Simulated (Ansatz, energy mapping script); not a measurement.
# KMnS2: J from the energies of magnetic orders, part 2 of 3

Aim: the exchange couplings of KMnS2 from the energies of a few collinear orders, and the ordering temperature that they give.

PBE with U = 4 eV on Mn d, ortho-atomic projectors; plane waves, U on orthogonalised atomic orbitals unless named otherwise, collinear spin, no spin–orbit coupling.

So far. Step 4 (Order 1: parallel, cell A of 8 atoms): The run ends ferromagnetic.

## Step 5: Run 2 (compensated +−; cell A, 8 atoms)

This order reverses 2 of the 4 neighbours at 3.80 Å, 4 of the 4 neighbours at 5.38 Å and 4 of the 8 neighbours at 7.44 Å, counted for an average magnetic atom.

Input file input.yaml:

```yaml
crystal:
  lattice:
    - [3.804481496, 0.0, 0.0]
    - [-1.902240748, 1.902240748, 6.932001885]
    - [0.0, -7.608962992, 0.0]
  atoms:
    - { symbol: K, position: [0.0, 0.0, 0.5] }
    - { symbol: K, position: [0.0, 0.0, 0.0] }
    - { symbol: Mn, position: [0.75, 0.5, 0.625], spin: 4.5 }
    - { symbol: Mn, position: [0.75, 0.5, 0.125], spin: -4.5 }
    - { symbol: S, position: [0.643650832, 0.287301664, 0.821825416] }
    - { symbol: S, position: [0.643650832, 0.287301664, 0.321825416] }
    - { symbol: S, position: [0.356349168, 0.712698336, 0.678174584] }
    - { symbol: S, position: [0.356349168, 0.712698336, 0.178174584] }
magnetization:
  spin_polarized: true
kpoints:
  mp_grid: { grid: [10, 10, 5] }
hamiltonian:
  xc: pbe
  hubbard:
    sites:
      - { species: Mn, l: d, u_eff: 4.0 }
      - { site: 2, l: d, u_eff: 4.0, starting_ns: [{ spin: up, occupation_matrix: mn2_major }, { spin: down, occupation_matrix: mn2_minor }] }
      - { site: 3, l: d, u_eff: 4.0, starting_ns: [{ spin: up, occupation_matrix: mn2_minor }, { spin: down, occupation_matrix: mn2_major }] }
    projectors: ortho-atomic
    occupation_matrices:
      mn2_major:
        matrix:
          - [0.994, 0.0, 0.0, 0.0, 0.0]
          - [0.0, 0.961, 0.0, 0.0, 0.0]
          - [0.0, 0.0, 0.961, 0.0, 0.0]
          - [0.0, 0.0, 0.0, 0.98, 0.0]
          - [0.0, 0.0, 0.0, 0.0, 0.989]
      mn2_minor:
        matrix:
          - [0.038, 0.0, 0.0, 0.0, 0.0]
          - [0.0, 0.108, 0.0, 0.0, 0.0]
          - [0.0, 0.0, 0.108, 0.0, 0.0]
          - [0.0, 0.0, 0.0, 0.093, 0.0]
          - [0.0, 0.0, 0.0, 0.0, 0.046]
scf:
  occupations: { method: fermi_dirac, width: 0.05 }
output:
  eigenvalues: true
  write_density: true
  write_potential: true
  elf: true
  volumetric_format: npy
```

Command:

```console
$ ansatz run input.yaml --threads 4 --pin off --max-ram 8192MiB --backend cpu --events-out ev --progress --plain --runs-dir out
```

Numbers of over 12 decimals in the logs are rounded to 6 here.

The log of the run:

```text
[...]
Crystal: 8 atoms, lattice volume = 200.669 Å³
Basis set: ecut = 420 eV, 3927 PW (Γ)
Bands: 49, of which v1, the nominal top of the filled ones, is band 36 counted from 1 (35 counted from 0)
Symmetry: 2 space group operations
[...]
k-points: 141 of 500 (time reversal used)
[...]
Starting moments: Σ|m| = 9 μB on 2 of 8 sites
Starting magnetic order: antiferromagnet; a translation exchanges its spin sublattices: spin-degenerate at every k-point
[...]
SCF iter   1: F=—  HF=-14485.589580 eV  |F-HF|=—  |Δ(HF+E_count)|=         —  Δρ=2.36e-2 (↑2.36e-2 ↓2.36e-2)  dr2=5.86e0  dr2_m=2.54e-1  M=0.000 μB ∫|m|=9.590 μB  β_m=1.00  ethr=3.10e-3  ⟨swp⟩=6.5  Hψ=27731  notcnv=0  defer=440
[...]
SCF iter  16: F=-14484.525783 eV  HF=-14484.525783 eV  |F-HF|=7.96e-9  |Δ(HF+E_count)|=   3.70e-8  Δρ=4.57e-6 (↑4.57e-6 ↓4.57e-6)  dr2=8.53e-8  dr2_m=2.27e-8  M=0.000 μB ∫|m|=9.936 μB  ethr=1.39e-10  ⟨swp⟩=11.7  Hψ=32727  notcnv=0
SCF 1 converged in 16 iterations: F = -14484.525783 eV  dr2 = 8.53e-8
[...]
SCF converged after 16 iterations
Magnetization: 0.0000 μB (36.0000 up, 36.0000 down)
Absolute magnetization: 9.9345 μB (∫|ρ↑−ρ↓|, with the PAW one-centre terms)
[...]
Per-site moments (μB) at R_I (Å): [(-0.00223464, 1.380699), (0.00223464, 1.380699), (4.153069, 0.992785), (-4.153069, 0.992785), (-0.012342, 0.992785), (0.012342, 0.992785), (-0.186258, 0.992785), (0.186258, 0.992785)]
Free energy (F): -14484.525783 eV
[...]
Internal energy: -14484.467716 eV  (E = F + TS)
E sigma→0 (E₀):  -14484.496749 eV
Entropy (-TS):   -0.058067 eV (-7.258 meV/atom)
Fermi energy:    4.634188 eV
[...]
--- Specified on-site occupations, and those of the state reported ---
  electrons in the specified blocks: 10.5560 specified, 10.5808 found
[...]
--- Band table (eV; the first three rows and the last of 282) ---
  k-point 0 ↑: bands = [... 32 lower, 4.1422, 4.6043, 4.8165, 4.8671, 5.1407, 8.0330, 8.1687, 8.3602, ... 9 higher]
  k-point 1 ↑: bands = [... 32 lower, 4.1627, 4.5551, 4.7410, 4.7785, 5.1494, 8.1115, 8.3276, 8.4508, ... 9 higher]
  k-point 2 ↑: bands = [... 32 lower, 4.2012, 4.2882, 4.7140, 4.7246, 5.1611, 8.1580, 8.4217, 8.5200, ... 9 higher]
  k-point 140 ↓: bands = [... 32 lower, 3.4256, 3.7140, 3.9349, 4.0835, 4.5922, 7.8955, 8.0533, 8.3577, ... 9 higher]
Occupation matrices written to <dir>
```

Wall time 75 s (4 threads of Arm Neoverse V1, shared host); peak memory 2 GiB; 4.9 min of CPU time.

Spin moment in the sphere by atom:

```csv
atom,spin moment in the sphere (μB)
K1,0.00
K2,0.00
Mn3,4.15
Mn4,-4.15
S5,-0.01
S6,0.01
S7,-0.19
S8,0.19
```

The run ends antiferromagnetic, 121.03 meV a magnetic atom above the parallel order of its cell (energies taken at zero occupation width, not the printed F).

Spin density in the ac plane at fractional y = 0.000, with atoms of K within 0.2 Å of it.

Ten even steps from '0' (-1.38 × 1e-3 e/Å³) to '9' (1.39 × 1e-3 e/Å³), each cell a mean:
```
77655666665567
55556677766555
44566778776554
55567888877655
55677899987665
56678999987766
56667899987666
55667788876665
55556666666655
44555555555544
32344444444432
22344433344422
22344333334432
44443322233444
55433221223445
44432111122344
44322100012334
43321000012233
33322100012333
44332211123334
44443333333344
55444444444455
67655555555567
77655556555577
```
Columns run along a (3.8 Å), rows up along c (7.6 Å). Atoms in or near the plane, at fractional coordinates: K at (0.00, 0.50), K at (0.00, 0.00).

ELF in the ac plane at fractional y = 0.000, with atoms of K within 0.2 Å of it. It is the smooth field of the valence electrons, not physical close to the nuclei.

Values, 24 rows by 14 columns, each cell a mean:
```
0.72 0.81 0.87 0.80 0.47 0.08 0.01 0.01 0.02 0.18 0.59 0.83 0.86 0.78
0.86 0.87 0.83 0.64 0.26 0.03 0.01 0.01 0.01 0.08 0.37 0.72 0.85 0.86
0.81 0.77 0.59 0.28 0.07 0.02 0.02 0.02 0.02 0.02 0.10 0.38 0.67 0.78
0.38 0.30 0.14 0.04 0.02 0.02 0.03 0.04 0.03 0.02 0.02 0.06 0.20 0.33
0.05 0.04 0.02 0.02 0.02 0.04 0.05 0.05 0.04 0.03 0.02 0.02 0.02 0.04
0.01 0.01 0.01 0.02 0.03 0.04 0.05 0.05 0.05 0.04 0.03 0.02 0.01 0.01
0.02 0.01 0.01 0.02 0.03 0.04 0.05 0.05 0.05 0.04 0.02 0.02 0.01 0.02
0.18 0.13 0.05 0.02 0.02 0.03 0.04 0.04 0.04 0.03 0.02 0.03 0.07 0.15
0.71 0.64 0.42 0.16 0.04 0.02 0.02 0.03 0.02 0.02 0.06 0.23 0.51 0.67
0.86 0.85 0.77 0.51 0.17 0.02 0.01 0.01 0.01 0.05 0.25 0.61 0.81 0.86
0.80 0.84 0.87 0.76 0.40 0.06 0.01 0.01 0.01 0.14 0.53 0.81 0.87 0.83
0.59 0.75 0.87 0.82 0.53 0.11 0.01 0.01 0.02 0.22 0.65 0.85 0.85 0.71
0.70 0.80 0.87 0.80 0.48 0.09 0.01 0.01 0.02 0.18 0.60 0.83 0.86 0.78
0.87 0.87 0.83 0.64 0.25 0.03 0.01 0.01 0.01 0.07 0.36 0.72 0.86 0.87
0.79 0.75 0.57 0.28 0.07 0.02 0.02 0.02 0.02 0.02 0.11 0.37 0.65 0.76
0.41 0.33 0.16 0.05 0.02 0.02 0.03 0.04 0.03 0.02 0.02 0.07 0.22 0.36
0.03 0.02 0.02 0.02 0.03 0.04 0.05 0.05 0.05 0.04 0.02 0.01 0.02 0.03
0.01 0.01 0.01 0.02 0.03 0.04 0.05 0.05 0.05 0.04 0.03 0.02 0.01 0.01
0.01 0.01 0.01 0.02 0.03 0.04 0.05 0.05 0.05 0.04 0.02 0.01 0.01 0.01
0.22 0.16 0.07 0.02 0.02 0.03 0.04 0.04 0.04 0.02 0.02 0.03 0.10 0.18
0.68 0.61 0.39 0.15 0.04 0.02 0.02 0.03 0.02 0.02 0.05 0.21 0.48 0.63
0.87 0.86 0.78 0.53 0.17 0.02 0.01 0.01 0.01 0.05 0.26 0.62 0.82 0.86
0.79 0.84 0.86 0.76 0.40 0.06 0.01 0.01 0.01 0.14 0.53 0.81 0.87 0.83
0.59 0.75 0.87 0.82 0.53 0.11 0.01 0.01 0.02 0.22 0.65 0.85 0.85 0.71
```
Columns run along a (3.8 Å), rows up along c (7.6 Å). Atoms in or near the plane, at fractional coordinates: K at (0.00, 0.50), K at (0.00, 0.00).

## Step 6: The same order with other settings

The input is changed once more, to see how this run answers a poor choice.

input.yaml: that of step 5 with these lines changed.

```diff
@@ -42,8 +42,4 @@
 scf:
-  occupations: { method: fermi_dirac, width: 0.05 }
+  max_iter: 75
 output:
   eigenvalues: true
-  write_density: true
-  write_potential: true
-  elf: true
-  volumetric_format: npy
```

The log of the run:

```text
Error: YAML parse error: `scf.occupations.method` is required: fixed only where the cell keeps a band gap throughout the run, explicit beside scf.occupations.values (under evaluate: without them), else a smearing such as fermi_dirac (scf.occupations.width is optional; its entry in the input reference gives the default)
```

Run time: 0.02 s. Hardware: 4 threads; peak memory 0.024 GiB.

The program refused the input before any cycle.

The program's message: “Error: YAML parse error: `scf.occupations.method` is required: fixed only where the cell keeps a band gap throughout the run, explicit beside scf.occupations.values (under evaluate: without them), els …”

The change that led to it: scf.occupations = null.

## Step 7: Order 3: parallel, cell B of 8 atoms

The parallel order again, as the reference for this cell.

This run holds the same structure in another cell (a 3.804 → 5.380 Å, b 7.436 → 5.380 Å, c 7.609 → 7.436 Å, α 104.8 → 90.0°, β 90.0 → 111.2°, γ 104.8 → 90.0°).

Input file input.yaml:

```yaml
crystal:
  lattice:
    - [-3.804481496, 3.804481496, 0.0]
    - [3.804481496, 3.804481496, 0.0]
    - [1.902240748, -1.902240748, -6.932001885]
  atoms:
    - { symbol: K, position: [0.0, 0.0, 0.0] }
    - { symbol: K, position: [0.5, 0.5, 0.0] }
    - { symbol: Mn, position: [0.5, 0.25, 0.5], spin: 4.5 }
    - { symbol: Mn, position: [0.0, 0.75, 0.5], spin: 4.5 }
    - { symbol: S, position: [0.356349168, 0.0, 0.712698336] }
    - { symbol: S, position: [0.856349168, 0.5, 0.712698336] }
    - { symbol: S, position: [0.643650832, 0.0, 0.287301664] }
    - { symbol: S, position: [0.143650832, 0.5, 0.287301664] }
magnetization:
  spin_polarized: true
kpoints:
  mp_grid: { grid: [7, 7, 7] }
hamiltonian:
  xc: pbe
  hubbard:
    sites:
      - { species: Mn, l: d, u_eff: 4.0 }
      - { site: 2, l: d, u_eff: 4.0, starting_ns: [{ spin: up, occupation_matrix: mn2_major }, { spin: down, occupation_matrix: mn2_minor }] }
      - { site: 3, l: d, u_eff: 4.0, starting_ns: [{ spin: up, occupation_matrix: mn2_major }, { spin: down, occupation_matrix: mn2_minor }] }
    projectors: ortho-atomic
    occupation_matrices:
      mn2_major:
        matrix:
          - [0.994, 0.0, 0.0, 0.0, 0.0]
          - [0.0, 0.961, 0.0, 0.0, 0.0]
          - [0.0, 0.0, 0.961, 0.0, 0.0]
          - [0.0, 0.0, 0.0, 0.98, 0.0]
          - [0.0, 0.0, 0.0, 0.0, 0.989]
      mn2_minor:
        matrix:
          - [0.038, 0.0, 0.0, 0.0, 0.0]
          - [0.0, 0.108, 0.0, 0.0, 0.0]
          - [0.0, 0.0, 0.108, 0.0, 0.0]
          - [0.0, 0.0, 0.0, 0.093, 0.0]
          - [0.0, 0.0, 0.0, 0.0, 0.046]
scf:
  occupations: { method: fermi_dirac, width: 0.05 }
output:
  eigenvalues: true
```

The log of the run:

```text
[...]
Crystal: 8 atoms, lattice volume = 200.669 Å³
Basis set: ecut = 420 eV, 3923 PW (Γ)
Bands: 49, of which v1, the nominal top of the filled ones, is band 36 counted from 1 (35 counted from 0)
Symmetry: 8 space group operations
[...]
k-points: 64 of 343 (time reversal used)
[...]
Starting moments: Σ|m| = 9 μB on 2 of 8 sites
[...]
k-point 0 ↑: bands = [... 32 lower, 2.6596, 3.0786, 3.5914, 3.6665, 3.7264, 4.0729, 4.0729, 5.1050, ... 9 higher]
  k-point 1 ↑: bands = [... 32 lower, 2.6600, 3.0861, 3.5903, 3.6673, 3.7173, 4.0774, 4.0774, 4.8936, ... 9 higher]
  k-point 2 ↑: bands = [... 32 lower, 2.6602, 3.0903, 3.5897, 3.6678, 3.7121, 4.0876, 4.0876, 4.4306, ... 9 higher]
  k-point 63 ↓: bands = [... 32 lower, 8.0355, 8.1795, 8.2155, 8.3227, 8.3233, 8.5172, 8.5279, 8.5510, ... 9 higher]
Occupation matrices written to <dir>
[key lines of the parts left out:]
SCF converged after 16 iterations
Magnetization: 8.0002 μB (40.0001 up, 31.9999 down)
Free energy (F): -14484.752444 eV
Fermi energy:    4.718153 eV
```

Elapsed: 67 s, on 4 threads; peak memory 1.2 GiB; 4.2 min of CPU time.

The run ends ferromagnetic. For each magnetic atom its energy differs from the parallel run of the first cell by 0.32 meV, an error that one common reference would have brought in.

## Step 8: Compensated +− start in cell B (8 atoms)

This order reverses 4 of the 4 neighbours at 3.80 Å, 0 of the 4 neighbours at 5.38 Å and 4 of the 8 neighbours at 7.44 Å, counted for an average magnetic atom.

input.yaml: that of step 7 with these lines changed.

```diff
@@ -9,3 +9,3 @@
     - { symbol: Mn, position: [0.5, 0.25, 0.5], spin: 4.5 }
-    - { symbol: Mn, position: [0.0, 0.75, 0.5], spin: 4.5 }
+    - { symbol: Mn, position: [0.0, 0.75, 0.5], spin: -4.5 }
     - { symbol: S, position: [0.356349168, 0.0, 0.712698336] }
@@ -24,3 +24,3 @@
       - { site: 2, l: d, u_eff: 4.0, starting_ns: [{ spin: up, occupation_matrix: mn2_major }, { spin: down, occupation_matrix: mn2_minor }] }
-      - { site: 3, l: d, u_eff: 4.0, starting_ns: [{ spin: up, occupation_matrix: mn2_major }, { spin: down, occupation_matrix: mn2_minor }] }
+      - { site: 3, l: d, u_eff: 4.0, starting_ns: [{ spin: up, occupation_matrix: mn2_minor }, { spin: down, occupation_matrix: mn2_major }] }
     projectors: ortho-atomic
```

The log of the run:

```text
[...]
Crystal: 8 atoms, lattice volume = 200.669 Å³
Basis set: ecut = 420 eV, 3923 PW (Γ)
Bands: 49, of which v1, the nominal top of the filled ones, is band 36 counted from 1 (35 counted from 0)
Symmetry: 4 space group operations
[...]
k-points: 64 of 343 (time reversal used)
[...]
Starting moments: Σ|m| = 9 μB on 2 of 8 sites
[...]
k-point 0 ↑: bands = [... 32 lower, 3.7772, 3.8362, 4.3800, 4.6109, 4.6340, 8.0278, 8.2017, 8.3448, ... 9 higher]
  k-point 1 ↑: bands = [... 32 lower, 3.7835, 3.8347, 4.2362, 4.6123, 4.6275, 8.0806, 8.2241, 8.2334, ... 9 higher]
  k-point 2 ↑: bands = [... 32 lower, 3.7936, 3.8378, 3.8904, 4.6096, 4.6207, 8.0783, 8.1362, 8.2593, ... 9 higher]
  k-point 63 ↓: bands = [... 32 lower, 3.9512, 4.4081, 4.4791, 4.5076, 4.8714, 8.3287, 8.4304, 8.6166, ... 9 higher]
Occupation matrices written to <dir>
[key lines of the parts left out:]
SCF converged after 16 iterations
Magnetization: 0.0000 μB (36.0000 up, 36.0000 down)
Free energy (F): -14484.330908 eV
Fermi energy:    4.494266 eV
```

The job ended after 35 s (4 threads; peak memory 1.1 GiB; 2.3 min of CPU time).

The run ends antiferromagnetic, 221.17 meV a magnetic atom above the parallel order of its cell (energies taken at zero occupation width, not the printed F).

## Step 9: Order 5: parallel, cell C of 8 atoms

A new cell needs its own zero of energy.

This run holds the same structure in another cell (a 5.380 → 3.804 Å, b 5.380 → 3.804 Å, c 7.436 → 13.864 Å, β 111.2 → 90.0°).

Input file input.yaml:

```yaml
crystal:
  lattice:
    - [0.0, -3.804481496, 0.0]
    - [-3.804481496, 0.0, 0.0]
    - [0.0, 0.0, -13.86400377]
  atoms:
    - { symbol: K, position: [0.5, 0.5, 0.5] }
    - { symbol: K, position: [0.0, 0.0, 0.0] }
    - { symbol: Mn, position: [0.5, 0.0, 0.25], spin: 4.5 }
    - { symbol: Mn, position: [0.0, 0.5, 0.75], spin: 4.5 }
    - { symbol: S, position: [0.5, 0.5, 0.856349168] }
    - { symbol: S, position: [0.0, 0.0, 0.356349168] }
    - { symbol: S, position: [0.5, 0.5, 0.143650832] }
    - { symbol: S, position: [0.0, 0.0, 0.643650832] }
magnetization:
  spin_polarized: true
kpoints:
  mp_grid: { grid: [10, 10, 3] }
hamiltonian:
  xc: pbe
  hubbard:
    sites:
      - { species: Mn, l: d, u_eff: 4.0 }
      - { site: 2, l: d, u_eff: 4.0, starting_ns: [{ spin: up, occupation_matrix: mn2_major }, { spin: down, occupation_matrix: mn2_minor }] }
      - { site: 3, l: d, u_eff: 4.0, starting_ns: [{ spin: up, occupation_matrix: mn2_major }, { spin: down, occupation_matrix: mn2_minor }] }
    projectors: ortho-atomic
    occupation_matrices:
      mn2_major:
        matrix:
          - [0.994, 0.0, 0.0, 0.0, 0.0]
          - [0.0, 0.961, 0.0, 0.0, 0.0]
          - [0.0, 0.0, 0.961, 0.0, 0.0]
          - [0.0, 0.0, 0.0, 0.98, 0.0]
          - [0.0, 0.0, 0.0, 0.0, 0.989]
      mn2_minor:
        matrix:
          - [0.038, 0.0, 0.0, 0.0, 0.0]
          - [0.0, 0.108, 0.0, 0.0, 0.0]
          - [0.0, 0.0, 0.108, 0.0, 0.0]
          - [0.0, 0.0, 0.0, 0.093, 0.0]
          - [0.0, 0.0, 0.0, 0.0, 0.046]
scf:
  occupations: { method: fermi_dirac, width: 0.05 }
output:
  eigenvalues: true
```

The log of the run:

```text
[...]
Crystal: 8 atoms, lattice volume = 200.669 Å³
Basis set: ecut = 420 eV, 3927 PW (Γ)
Bands: 49, of which v1, the nominal top of the filled ones, is band 36 counted from 1 (35 counted from 0)
Symmetry: 16 space group operations
[...]
k-points: 42 of 300 (time reversal used)
[...]
Starting moments: Σ|m| = 9 μB on 2 of 8 sites
[...]
k-point 0 ↑: bands = [... 32 lower, 3.9453, 4.0722, 4.0722, 4.0963, 4.0963, 5.1061, 5.4403, 5.4403, ... 9 higher]
  k-point 1 ↑: bands = [... 32 lower, 4.0782, 4.0782, 4.0902, 4.0902, 4.2713, 4.8269, 5.4430, 5.4430, ... 9 higher]
  k-point 2 ↑: bands = [... 32 lower, 3.7092, 3.8097, 4.0719, 4.1364, 4.1509, 5.0035, 5.1665, 5.2379, ... 9 higher]
  k-point 41 ↓: bands = [... 32 lower, 7.3672, 7.3672, 7.5305, 7.5305, 8.2890, 8.2890, 8.4252, 8.4252, ... 9 higher]
Occupation matrices written to <dir>
[key lines of the parts left out:]
SCF converged after 16 iterations
Magnetization: 8.0002 μB (40.0001 up, 31.9999 down)
Free energy (F): -14484.752754 eV
Fermi energy:    4.706262 eV
```

Wall time 43 s (4 threads); peak memory 0.97 GiB.

The run ends ferromagnetic. For each magnetic atom its energy differs from the parallel run of the first cell by 0.25 meV, an error that one common reference would have brought in.

## Step 10: Order 6: compensated +−, cell C of 8 atoms

This order reverses 0 of the 4 neighbours at 3.80 Å, 0 of the 4 neighbours at 5.38 Å and 8 of the 8 neighbours at 7.44 Å, counted for an average magnetic atom.

input.yaml: that of step 9 with these lines changed.

```diff
@@ -9,3 +9,3 @@
     - { symbol: Mn, position: [0.5, 0.0, 0.25], spin: 4.5 }
-    - { symbol: Mn, position: [0.0, 0.5, 0.75], spin: 4.5 }
+    - { symbol: Mn, position: [0.0, 0.5, 0.75], spin: -4.5 }
     - { symbol: S, position: [0.5, 0.5, 0.856349168] }
@@ -24,3 +24,3 @@
       - { site: 2, l: d, u_eff: 4.0, starting_ns: [{ spin: up, occupation_matrix: mn2_major }, { spin: down, occupation_matrix: mn2_minor }] }
-      - { site: 3, l: d, u_eff: 4.0, starting_ns: [{ spin: up, occupation_matrix: mn2_major }, { spin: down, occupation_matrix: mn2_minor }] }
+      - { site: 3, l: d, u_eff: 4.0, starting_ns: [{ spin: up, occupation_matrix: mn2_minor }, { spin: down, occupation_matrix: mn2_major }] }
     projectors: ortho-atomic
```

The log of the run:

```text
[...]
Crystal: 8 atoms, lattice volume = 200.669 Å³
Basis set: ecut = 420 eV, 3927 PW (Γ)
Bands: 49, of which v1, the nominal top of the filled ones, is band 36 counted from 1 (35 counted from 0)
Symmetry: 8 space group operations
[...]
k-points: 42 of 300 (time reversal used)
[...]
Starting moments: Σ|m| = 9 μB on 2 of 8 sites
[...]
k-point 0 ↑: bands = [... 32 lower, 4.1476, 4.1476, 4.6374, 5.4549, 5.4549, 7.8773, 8.0661, 8.1415, ... 9 higher]
  k-point 1 ↑: bands = [... 32 lower, 4.1475, 4.1475, 4.5693, 5.4549, 5.4549, 7.8891, 7.9495, 8.4542, ... 9 higher]
  k-point 2 ↑: bands = [... 32 lower, 4.1503, 4.1657, 4.6331, 5.1847, 5.4477, 7.9188, 8.0727, 8.4126, ... 9 higher]
  k-point 41 ↓: bands = [... 32 lower, 3.2045, 3.5949, 3.6384, 3.6384, 3.6741, 7.4493, 7.4493, 8.3179, ... 9 higher]
Occupation matrices written to <dir>
[key lines of the parts left out:]
SCF converged after 15 iterations
Magnetization: 0.0000 μB (36.0000 up, 36.0000 down)
Free energy (F): -14484.690270 eV
Fermi energy:    4.668624 eV
```

The job ended after 40 s (4 threads; peak memory 0.99 GiB; 2.6 min of CPU time).

The run ends antiferromagnetic, 33.60 meV a magnetic atom above the parallel order of its cell (energies taken at zero occupation width, not the printed F).

(Continued in part 3 of 3.)

[Logs and program files are shortened in this print: banners, set-up blocks, solver, clock and traceback lines can be left out without a mark of their own.]

[Logs are printed without paths, hosts, clocks, repeated set-up lines and the standing remarks that a program may print on its own settings, such as how far it seeks lower states.]

[Hosts, paths, dates, database ids (printed as entryN), source tags and the programs' standing remarks are cut or masked in the printed files.]

[Where a cell is said to come from a database of computed structures, the database is the Materials Project.]
